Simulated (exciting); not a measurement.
LiCNO, space group R3m, N K edge of atom 2, with 1 C at 1.19 Å (terminal, site symmetry 3m); the tensor is averaged over the atoms equivalent by symmetry. Method: exciting, all-electron LAPW+lo, LDA, exchange and screened direct term (singlet BSE), 4×4×4 shifted k points, 18 conduction bands, |G+q| up to 3 bohr⁻¹, full RPA screening with nempty = 40, Lorentzian half width 0.45 eV.

```
O N C Li
1.0
     1.64399    0.94916    4.76205
    -1.64399    0.94916    4.76205
     0.00000   -1.89831    4.76205
O N C Li
1 1 1 1
Direct
  0.58332 0.58332 0.58332
  0.41396 0.41396 0.41396
  0.49746 0.49746 0.49746
  0.00526 0.00526 0.00526
```

Energy from the Kohn–Sham onset, core level to the lowest empty state found on the meshes used; scaled to the maximum of the polarisation mean:

| E (eV) | curve 1 | curve 2 |
| --- | --- | --- |
| -7.0 | 0.01 | 0.03 |
| -6.5 | 0.01 | 0.04 |
| -6.0 | 0.01 | 0.06 |
| -5.5 | 0.01 | 0.09 |
| -5.0 | 0.01 | 0.17 |
| -4.5 | 0.02 | 0.38 |
| -4.0 | 0.03 | 1.08 |
| -3.5 | 0.05 | 1.20 |
| -3.0 | 0.12 | 0.42 |
| -2.5 | 0.32 | 0.18 |
| -2.0 | 0.26 | 0.10 |
| -1.5 | 0.11 | 0.07 |
| -1.0 | 0.09 | 0.06 |
| -0.5 | 0.11 | 0.07 |
| 0.0 | 0.12 | 0.09 |
| 0.5 | 0.12 | 0.09 |
| 1.0 | 0.12 | 0.08 |
| 1.5 | 0.16 | 0.10 |
| 2.0 | 0.17 | 0.10 |
| 2.5 | 0.21 | 0.11 |
| 3.0 | 0.27 | 0.14 |
| 3.5 | 0.34 | 0.21 |
| 4.0 | 0.44 | 0.33 |
| 4.5 | 0.40 | 0.31 |
| 5.0 | 0.25 | 0.22 |
| 5.5 | 0.14 | 0.20 |
| 6.0 | 0.10 | 0.15 |
| 6.5 | 0.08 | 0.12 |
| 7.0 | 0.07 | 0.11 |
| 7.5 | 0.06 | 0.10 |
| 8.0 | 0.04 | 0.09 |
| 8.5 | 0.03 | 0.09 |
| 9.0 | 0.02 | 0.08 |
| 9.5 | 0.03 | 0.07 |
| 10.0 | 0.03 | 0.07 |
| 10.5 | 0.02 | 0.06 |
| 11.0 | 0.02 | 0.05 |
| 11.5 | 0.02 | 0.05 |
| 12.0 | 0.01 | 0.06 |
| 12.5 | 0.01 | 0.04 |
| 13.0 | 0.02 | 0.03 |
| 13.5 | 0.02 | 0.03 |
| 14.0 | 0.02 | 0.02 |
| 14.5 | 0.03 | 0.03 |
| 15.0 | 0.03 | 0.03 |
| 15.5 | 0.04 | 0.04 |
| 16.0 | 0.04 | 0.04 |
| 16.5 | 0.05 | 0.04 |
| 17.0 | 0.07 | 0.04 |
| 17.5 | 0.09 | 0.03 |
| 18.0 | 0.11 | 0.04 |
| 18.5 | 0.13 | 0.04 |
| 19.0 | 0.15 | 0.05 |

Question: The curves are the diagonal elements of Im ε for ε ∥ c and ⊥ c. Which is which?

Curve 1: ε ∥ c, maxima -2.3 eV (0.37), 0.1 eV (0.12) and 4.1 eV (0.46). Curve 2: ε ⊥ c, maxima -3.7 eV (1.48) and 4.1 eV (0.34). A K edge probes the empty p states along ε, which follow the bonds' lengths and directions.

[Banner, clock and machine lines of the logs are left out without a mark of their own.]

[Logs are printed without paths, hosts, clocks, repeated set-up lines and the standing remarks that a program may print on its own settings, such as how far it seeks lower states.]

[Hosts, paths, dates, database ids (printed as entryN), source tags and the programs' standing remarks are cut or masked in the printed files.]
